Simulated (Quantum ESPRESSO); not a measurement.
## How the functional moves the magnetism of MnS

How much do the magnetic results of MnS hang on the functional?

Method: LDA with U = 4 eV on Mn d (ortho-atomic projectors); plane waves with GBRV 1.5 LDA potentials, no spin-orbit coupling (settings of the first rung), in Quantum ESPRESSO 7.5.

The database entry behind the starting cell differs from other determinations of this structure, so it need not match the best structure at room temperature.

### Step 1. Starting point

It takes space group Fm-3m (No. 225, cubic). The conventional cell has a = 5.209 Å, b = 5.209 Å, c = 5.209 Å, α = 90.00°, β = 90.00°, γ = 90.00°. Nearest to Mn lie 6 S at 2.60 Å. S has 6 Mn at 2.60 Å nearest. Farther neighbours, and contacts between anions beyond the nearest, are not listed.

### Step 2. Rung 1, start ferro +

pw.in

```
&CONTROL
  calculation = 'scf'
  prefix = 'pwscf'
  outdir = './tmp'
  pseudo_dir = './pseudo'
  disk_io = 'nowf'
  tprnfor = .true.
  tstress = .true.
/
&SYSTEM
  ibrav = 0
  nat = 2
  ntyp = 2
  ecutwfc = 40
  ecutrho = 280
  nbnd = 19
  occupations = 'smearing'
  smearing = 'fd'
  degauss = 0.00367493
  nspin = 2
  starting_magnetization(1) = 0.3
  starting_magnetization(2) = 0
/
&ELECTRONS
  conv_thr = 4d-09
  electron_maxstep = 150
  mixing_beta = 0.3
/
ATOMIC_SPECIES
Mn     54.9380 mn_lda_v1.5.uspp.F.UPF
S      32.0600 s_lda_v1.4.uspp.F.UPF
CELL_PARAMETERS bohr
   0.0000000000    4.9217916916    4.9217916916
   4.9217916916    0.0000000000    4.9217916916
   4.9217916916    4.9217916916    0.0000000000
ATOMIC_POSITIONS crystal
Mn      0.0000000000    0.0000000000    0.0000000000
S       0.5000000000    0.5000000000    0.5000000000
K_POINTS automatic
8 8 8 0 0 0
HUBBARD {ortho-atomic}
U Mn-3d 4.0000
```

On the command line:

```
$ OMP_NUM_THREADS=1 mpirun -n 2 pw.x -nk 2 -in pw.in > pw.out
```

The program printed:

```text
Program PWSCF v.7.5 starts

     Message from routine setup:
     using ibrav=0 with symmetry is DISCOURAGED, use correct ibrav instead

     K-points division:     npool     =       2
     Subspace diagonalization in iterative solution of the eigenvalue problem:

     bravais-lattice index     =            0
     lattice parameter (alat)  =       6.9605  a.u.
     unit-cell volume          =     238.4513 (a.u.)^3
     number of atoms/cell      =            2
     number of atomic types    =            2
     number of electrons       =        21.00
     number of Kohn-Sham states=           19
     kinetic-energy cutoff     =      40.0000  Ry
     charge density cutoff     =     280.0000  Ry
     scf convergence threshold =      4.0E-09
     mixing beta               =       0.3000
     number of iterations used =            8  plain     mixing
     Exchange-correlation=  SLA  PZ   NOGX NOGC
                           (   1   1   0   0   0   0   0)
     Hubbard projectors: ortho-atomic
     Hubbard parameters of DFT+U (Dudarev formulation) in eV:
     U(Mn-3d) =  4.0000

     Internal variables: lda_plus_u =T, lda_plus_u_kind = 0

     Internal variables: orbital_resolved =F, hub_pot_fix =F, apply_U = F

     celldm(1)=   6.960465  celldm(2)=   0.000000  celldm(3)=   0.000000
     celldm(4)=   0.000000  celldm(5)=   0.000000  celldm(6)=   0.000000

     crystal axes: (cart. coord. in units of alat)
               a(1) = (   0.000000   0.707107   0.707107 )
               a(2) = (   0.707107   0.000000   0.707107 )
               a(3) = (   0.707107   0.707107   0.000000 )

     reciprocal axes: (cart. coord. in units 2 pi/alat)
               b(1) = ( -0.707107  0.707107  0.707107 )
               b(2) = (  0.707107 -0.707107  0.707107 )
               b(3) = (  0.707107  0.707107 -0.707107 )

     PseudoPot. # 1 for Mn read from file:
     mn_lda_v1.5.uspp.F.UPF
     Pseudo is Ultrasoft + core correction, Zval = 15.0

     PseudoPot. # 2 for S  read from file:
     s_lda_v1.4.uspp.F.UPF
     Pseudo is Ultrasoft + core correction, Zval =  6.0

     atomic species   valence    mass     pseudopotential
     Mn               15.00    54.93800     Mn( 1.00)
     S                 6.00    32.06000     S ( 1.00)

     Starting magnetic structure
     atomic species   magnetization
     Mn              0.300
     S               0.000

     48 Sym. Ops., with inversion, found

   Cartesian axes

     site n.     atom                  positions (alat units)
         1        Mn     tau(   1) = (   0.0000000   0.0000000   0.0000000  )
         2        S      tau(   2) = (   0.7071068   0.7071068   0.7071068  )

     number of k points=    29  Fermi-Dirac smearing, width (Ry)=  0.0037
                       cart. coord. in units 2pi/alat
        k(    1) = (   0.0000000   0.0000000   0.0000000), wk =   0.0019531
        k(    2) = (   0.0883883   0.0883883  -0.0883883), wk =   0.0156250
        k(    3) = (   0.1767767   0.1767767  -0.1767767), wk =   0.0156250
        k(    4) = (   0.2651650   0.2651650  -0.2651650), wk =   0.0156250
        k(    5) = (  -0.3535534  -0.3535534   0.3535534), wk =   0.0078125
        [... 24 further k-points ...]

     Dense  grid:    18883 G-vectors     FFT dimensions: (  40,  40,  40)

     Smooth grid:     8099 G-vectors     FFT dimensions: (  30,  30,  30)

     Check: negative core charge=   -0.000037
     Generating pointlists ...
     new r_m :   0.2917 (alat units)  2.0302 (a.u.) for type    1
     new r_m :   0.2917 (alat units)  2.0302 (a.u.) for type    2

     Initial potential from superposition of free atoms

     starting charge      20.4999, renormalised to      21.0000

     STARTING HUBBARD OCCUPATIONS:

     =================== HUBBARD OCCUPATIONS ===================
     ------------------------ ATOM    1 ------------------------
     Tr[ns(  1)] (up, down, total) =   5.00000  0.00000  5.00000
     Atomic magnetic moment for atom   1 =   5.00000
     [... lines left out ...]
     Number of occupied Hubbard levels =    5.0000

     Atomic wfc used for Hubbard projectors are orthogonalized

     Starting wfcs are   17 randomized atomic wfcs +    2 random wfcs

     Self-consistent Calculation

     iteration #  1     ecut=    40.00 Ry     beta= 0.30
     Davidson diagonalization with overlap
     ethr =  1.00E-02,  avg # of iterations =  6.3

     =================== HUBBARD OCCUPATIONS ===================
     ------------------------ ATOM    1 ------------------------
     Tr[ns(  1)] (up, down, total) =   4.86104  0.14611  5.00715
     Atomic magnetic moment for atom   1 =   4.71494
     [... lines left out ...]
     Number of occupied Hubbard levels =    5.0071

     total energy              =    -235.16126668 Ry
     estimated scf accuracy    <       0.48305199 Ry

     total magnetization       =     5.00 Bohr mag/cell
     absolute magnetization    =     5.00 Bohr mag/cell

     iteration #  2     ecut=    40.00 Ry     beta= 0.30
     Davidson diagonalization with overlap
     ethr =  2.30E-03,  avg # of iterations =  1.6

     total energy              =    -235.24293238 Ry
     estimated scf accuracy    <       0.02151562 Ry

     total magnetization       =     5.00 Bohr mag/cell
     absolute magnetization    =     5.00 Bohr mag/cell

     [... further iterations left out ...]

     iteration #  9     ecut=    40.00 Ry     beta= 0.30
     Davidson diagonalization with overlap
     ethr =  1.22E-09,  avg # of iterations =  3.5

     negative rho (up, down):  0.000E+00 3.731E-04

     total energy              =    -235.24851371 Ry
     estimated scf accuracy    <       0.00000005 Ry

     total magnetization       =     5.00 Bohr mag/cell
     absolute magnetization    =     5.00 Bohr mag/cell

     iteration # 10     ecut=    40.00 Ry     beta= 0.30
     Davidson diagonalization with overlap
     ethr =  2.55E-10,  avg # of iterations =  2.1

     negative rho (up, down):  0.000E+00 3.729E-04

     Magnetic moment per site  (integrated on atomic sphere of radius R)
     atom   1 (R=0.292)  charge= 13.1621  magn=  4.4702
     atom   2 (R=0.292)  charge=  4.6873  magn=  0.1394

     End of self-consistent calculation

     =================== HUBBARD OCCUPATIONS ===================
     ------------------------ ATOM    1 ------------------------
     Tr[ns(  1)] (up, down, total) =   4.96949  0.28413  5.25362
     Atomic magnetic moment for atom   1 =   4.68535
     [... lines left out ...]
     Number of occupied Hubbard levels =    5.2536

     [... lines left out ...]
     the Fermi energy is    10.2307 ev

!    total energy              =    -235.24851372 Ry
     estimated scf accuracy    <          2.8E-10 Ry
     smearing contrib. (-TS)   =      -0.00000142 Ry
     internal energy E=F+TS    =    -235.24851230 Ry

     The total energy is F=E-TS. E is the sum of the following terms:
     one-electron contribution =    -132.80069935 Ry
     hartree contribution      =      73.82817238 Ry
     xc contribution           =     -34.82531377 Ry
     ewald contribution        =    -141.49328211 Ry
     Hubbard energy            =       0.04261055 Ry

     total magnetization       =     5.00 Bohr mag/cell
     absolute magnetization    =     5.00 Bohr mag/cell

     convergence has been achieved in  10 iterations

     negative rho (up, down):  0.000E+00 3.729E-04

     Forces acting on atoms (cartesian axes, Ry/au):

     atom    1 type  1   force =     0.00000000   -0.00000000   -0.00000000
     atom    2 type  2   force =    -0.00000000    0.00000000    0.00000000

     Total force =     0.000000     Total SCF correction =     0.000000

     Computing stress (Cartesian axis) and pressure

     negative rho (up, down):  0.000E+00 3.729E-04
          total   stress  (Ry/bohr**3)                   (kbar)     P=      -20.38
  -0.00013853   0.00000000   0.00000000          -20.38        0.00        0.00
   0.00000000  -0.00013853   0.00000000            0.00      -20.38        0.00
   0.00000000   0.00000000  -0.00013853            0.00        0.00      -20.38

=------------------------------------------------------------------------------=
   JOB DONE.
=------------------------------------------------------------------------------=
```

It took 9 s on 2 MPI ranks of Intel Xeon 6975P-C (Granite Rapids), shared host; peak memory 0.22 GiB; 17 s of CPU time.

Spin moment in the atom's sphere by atom:

```tsv
atom	spin moment in the atom's sphere (μB)
Mn1	4.47
S2	0.14
```

This step gave:

```
magnetization : 5 μB
final state   : ferromagnetic
```

### Step 3. Rung 1, start antiferro q=(0,1/2,1/2) +-

The wavevector q is in fractions of the reciprocal vectors of the crystal's primitive cell, as the cells of these inputs are built from it; moments change sign between cells as cos(2π q·R).

pw.in

```
&CONTROL
  calculation = 'scf'
  prefix = 'pwscf'
  outdir = './tmp'
  pseudo_dir = './pseudo'
  disk_io = 'nowf'
  tprnfor = .true.
  tstress = .true.
/
&SYSTEM
  ibrav = 0
  nat = 4
  ntyp = 3
  ecutwfc = 40
  ecutrho = 280
  nbnd = 30
  occupations = 'smearing'
  smearing = 'fd'
  degauss = 0.00367493
  nspin = 2
  starting_magnetization(1) = 0.3
  starting_magnetization(2) = -0.3
  starting_magnetization(3) = 0
/
&ELECTRONS
  conv_thr = 8d-09
  electron_maxstep = 150
  mixing_beta = 0.3
/
ATOMIC_SPECIES
Mn1    54.9380 mn_lda_v1.5.uspp.F.UPF
Mn2    54.9380 mn_lda_v1.5.uspp.F.UPF
S      32.0600 s_lda_v1.4.uspp.F.UPF
CELL_PARAMETERS bohr
   0.0000000000    4.9217916916    4.9217916916
   9.8435833832    0.0000000000    9.8435833832
   9.8435833832    4.9217916916    4.9217916916
ATOMIC_POSITIONS crystal
Mn1     0.0000000000    0.0000000000    0.0000000000
Mn2     0.0000000000    0.5000000000    0.0000000000
S       0.5000000000    0.0000000000    0.5000000000
S       0.5000000000    0.5000000000    0.5000000000
K_POINTS automatic
8 4 8 0 0 0
HUBBARD {ortho-atomic}
U Mn1-3d 4.0000
U Mn2-3d 4.0000
```

The program printed:

```text
     [... lines left out ...]
Program PWSCF v.7.5 starts
     [... lines left out ...]
     number of atoms/cell      =            4
     [... lines left out ...]
     number of electrons       =        42.00
     number of Kohn-Sham states=           30
     kinetic-energy cutoff     =      40.0000  Ry
     charge density cutoff     =     280.0000  Ry
     scf convergence threshold =      8.0E-09
     [... lines left out ...]
     16 Sym. Ops., with inversion, found
     [... lines left out ...]
     number of k points=    39  Fermi-Dirac smearing, width (Ry)=  0.0037
     [... lines left out ...]
     iteration # 11     ecut=    40.00 Ry     beta= 0.30
     [... lines left out ...]
     Magnetic moment per site  (integrated on atomic sphere of radius R)
     atom   1 (R=0.292)  charge= 13.1614  magn=  4.4440
     atom   2 (R=0.292)  charge= 13.1614  magn= -4.4440
     atom   3 (R=0.292)  charge=  4.6852  magn= -0.0450
     atom   4 (R=0.292)  charge=  4.6852  magn=  0.0450
     [... lines left out ...]
     Tr[ns(  1)] (up, down, total) =   4.96495  0.29406  5.25901
     [... lines left out ...]
     Tr[ns(  2)] (up, down, total) =   0.29406  4.96495  5.25901
     [... lines left out ...]
     the Fermi energy is    10.2894 ev
!    total energy              =    -470.49949844 Ry
     estimated scf accuracy    <          1.6E-10 Ry
     smearing contrib. (-TS)   =      -0.00000046 Ry
     [... lines left out ...]
     total magnetization       =     0.00 Bohr mag/cell
     absolute magnetization    =     9.63 Bohr mag/cell
     convergence has been achieved in  11 iterations
     [... lines left out ...]
     Total force =     0.000000     Total SCF correction =     0.000000
     [... lines left out ...]
          total   stress  (Ry/bohr**3)                   (kbar)     P=      -27.14
     [... lines left out ...]
```

Wall time 65 s (2 MPI ranks); peak memory 0.4 GiB.

Spin moment in the atom's sphere by atom:

```tsv
atom	spin moment in the atom's sphere (μB)
Mn1	4.44
Mn2	-4.44
S3	-0.04
S4	0.04
```

Numbers from this step:

```
magnetization : 0 μB
final state   : antiferromagnetic
```

### Step 4. Rung 2, start ferro +

pw.in

```
&CONTROL
  calculation = 'scf'
  prefix = 'pwscf'
  outdir = './tmp'
  pseudo_dir = './pseudo'
  disk_io = 'nowf'
  tprnfor = .true.
  tstress = .true.
/
&SYSTEM
  ibrav = 0
  nat = 2
  ntyp = 2
  ecutwfc = 40
  ecutrho = 280
  nbnd = 19
  occupations = 'smearing'
  smearing = 'fd'
  degauss = 0.00367493
  nspin = 2
  starting_magnetization(1) = 0.3
  starting_magnetization(2) = 0
/
&ELECTRONS
  conv_thr = 4d-09
  electron_maxstep = 150
  mixing_beta = 0.3
/
ATOMIC_SPECIES
Mn     54.9380 mn_pbesol_v1.5.uspp.F.UPF
S      32.0600 s_pbesol_v1.4.uspp.F.UPF
CELL_PARAMETERS bohr
   0.0000000000    4.9217916916    4.9217916916
   4.9217916916    0.0000000000    4.9217916916
   4.9217916916    4.9217916916    0.0000000000
ATOMIC_POSITIONS crystal
Mn      0.0000000000    0.0000000000    0.0000000000
S       0.5000000000    0.5000000000    0.5000000000
K_POINTS automatic
8 8 8 0 0 0
HUBBARD {ortho-atomic}
U Mn-3d 4.0000
```

The program printed:

```text
     [... lines left out ...]
Program PWSCF v.7.5 starts
     [... lines left out ...]
     number of atoms/cell      =            2
     [... lines left out ...]
     number of electrons       =        21.00
     number of Kohn-Sham states=           19
     kinetic-energy cutoff     =      40.0000  Ry
     charge density cutoff     =     280.0000  Ry
     scf convergence threshold =      4.0E-09
     [... lines left out ...]
     48 Sym. Ops., with inversion, found
     [... lines left out ...]
     number of k points=    29  Fermi-Dirac smearing, width (Ry)=  0.0037
     [... lines left out ...]
     iteration # 10     ecut=    40.00 Ry     beta= 0.30
     [... lines left out ...]
     Magnetic moment per site  (integrated on atomic sphere of radius R)
     atom   1 (R=0.292)  charge= 13.1426  magn=  4.4984
     atom   2 (R=0.292)  charge=  4.6966  magn=  0.1130
     [... lines left out ...]
     Tr[ns(  1)] (up, down, total) =   4.97053  0.26465  5.23518
     [... lines left out ...]
     the Fermi energy is    10.4706 ev
!    total energy              =    -235.09555653 Ry
     estimated scf accuracy    <          1.2E-09 Ry
     smearing contrib. (-TS)   =      -0.00000040 Ry
     [... lines left out ...]
     total magnetization       =     5.00 Bohr mag/cell
     absolute magnetization    =     5.00 Bohr mag/cell
     convergence has been achieved in  10 iterations
     [... lines left out ...]
     Total force =     0.000000     Total SCF correction =     0.000000
     [... lines left out ...]
          total   stress  (Ry/bohr**3)                   (kbar)     P=       11.03
     [... lines left out ...]
```

It took 10 s on 2 MPI ranks; peak memory 0.22 GiB.

Read from the output:

- magnetization: 5 μB
- final state: ferromagnetic
- largest moment: 4.498 μB

### Step 5. Rung 2, start antiferro q=(0,1/2,1/2) +-

pw.in

```
&CONTROL
  calculation = 'scf'
  prefix = 'pwscf'
  outdir = './tmp'
  pseudo_dir = './pseudo'
  disk_io = 'nowf'
  tprnfor = .true.
  tstress = .true.
/
&SYSTEM
  ibrav = 0
  nat = 4
  ntyp = 3
  ecutwfc = 40
  ecutrho = 280
  nbnd = 30
  occupations = 'smearing'
  smearing = 'fd'
  degauss = 0.00367493
  nspin = 2
  starting_magnetization(1) = 0.3
  starting_magnetization(2) = -0.3
  starting_magnetization(3) = 0
/
&ELECTRONS
  conv_thr = 8d-09
  electron_maxstep = 150
  mixing_beta = 0.3
/
ATOMIC_SPECIES
Mn1    54.9380 mn_pbesol_v1.5.uspp.F.UPF
Mn2    54.9380 mn_pbesol_v1.5.uspp.F.UPF
S      32.0600 s_pbesol_v1.4.uspp.F.UPF
CELL_PARAMETERS bohr
   0.0000000000    4.9217916916    4.9217916916
   9.8435833832    0.0000000000    9.8435833832
   9.8435833832    4.9217916916    4.9217916916
ATOMIC_POSITIONS crystal
Mn1     0.0000000000    0.0000000000    0.0000000000
Mn2     0.0000000000    0.5000000000    0.0000000000
S       0.5000000000    0.0000000000    0.5000000000
S       0.5000000000    0.5000000000    0.5000000000
K_POINTS automatic
8 4 8 0 0 0
HUBBARD {ortho-atomic}
U Mn1-3d 4.0000
U Mn2-3d 4.0000
```

The program printed:

```text
     [... lines left out ...]
Program PWSCF v.7.5 starts
     [... lines left out ...]
     number of atoms/cell      =            4
     [... lines left out ...]
     number of electrons       =        42.00
     number of Kohn-Sham states=           30
     kinetic-energy cutoff     =      40.0000  Ry
     charge density cutoff     =     280.0000  Ry
     scf convergence threshold =      8.0E-09
     [... lines left out ...]
     16 Sym. Ops., with inversion, found
     [... lines left out ...]
     number of k points=    39  Fermi-Dirac smearing, width (Ry)=  0.0037
     [... lines left out ...]
     iteration # 13     ecut=    40.00 Ry     beta= 0.30
     [... lines left out ...]
     Magnetic moment per site  (integrated on atomic sphere of radius R)
     atom   1 (R=0.292)  charge= 13.1412  magn=  4.4753
     atom   2 (R=0.292)  charge= 13.1412  magn= -4.4753
     atom   3 (R=0.292)  charge=  4.6950  magn= -0.0365
     atom   4 (R=0.292)  charge=  4.6951  magn=  0.0365
     [... lines left out ...]
     Tr[ns(  1)] (up, down, total) =   4.96662  0.27303  5.23965
     [... lines left out ...]
     Tr[ns(  2)] (up, down, total) =   0.27303  4.96662  5.23965
     [... lines left out ...]
     the Fermi energy is    10.4505 ev
!    total energy              =    -470.19368224 Ry
     estimated scf accuracy    <          8.6E-10 Ry
     smearing contrib. (-TS)   =      -0.00000051 Ry
     [... lines left out ...]
     total magnetization       =    -0.00 Bohr mag/cell
     absolute magnetization    =     9.71 Bohr mag/cell
     convergence has been achieved in  13 iterations
     [... lines left out ...]
     Total force =     0.000000     Total SCF correction =     0.000000
     [... lines left out ...]
          total   stress  (Ry/bohr**3)                   (kbar)     P=        4.54
     [... lines left out ...]
```

Wall time 72 s (2 MPI ranks); peak memory 0.41 GiB.

Read from the output:

```
magnetization  : 0 μB
final state    : antiferromagnetic
largest moment : 4.475 μB
```

(Part 1 of 3 ends here.)

[Long decimals in the printed logs are rounded to 6 places.]

[Logs and program files are shortened in this print: banners, set-up blocks, solver, clock and traceback lines can be left out without a mark of their own.]

[Logs are printed without paths, hosts, clocks, repeated set-up lines and the standing remarks that a program may print on its own settings, such as how far it seeks lower states.]

[Hosts, paths, dates, database ids (printed as entryN), source tags and the programs' standing remarks are cut or masked in the printed files.]

[Where the starting crystal was built by hand or by swapping elements, it need not be the compound's stable phase.]

[Where a cell is said to come from a database of computed structures, the database is the Materials Project.]

[Lattice constants that a cell's source calls measured were typed from memory.]
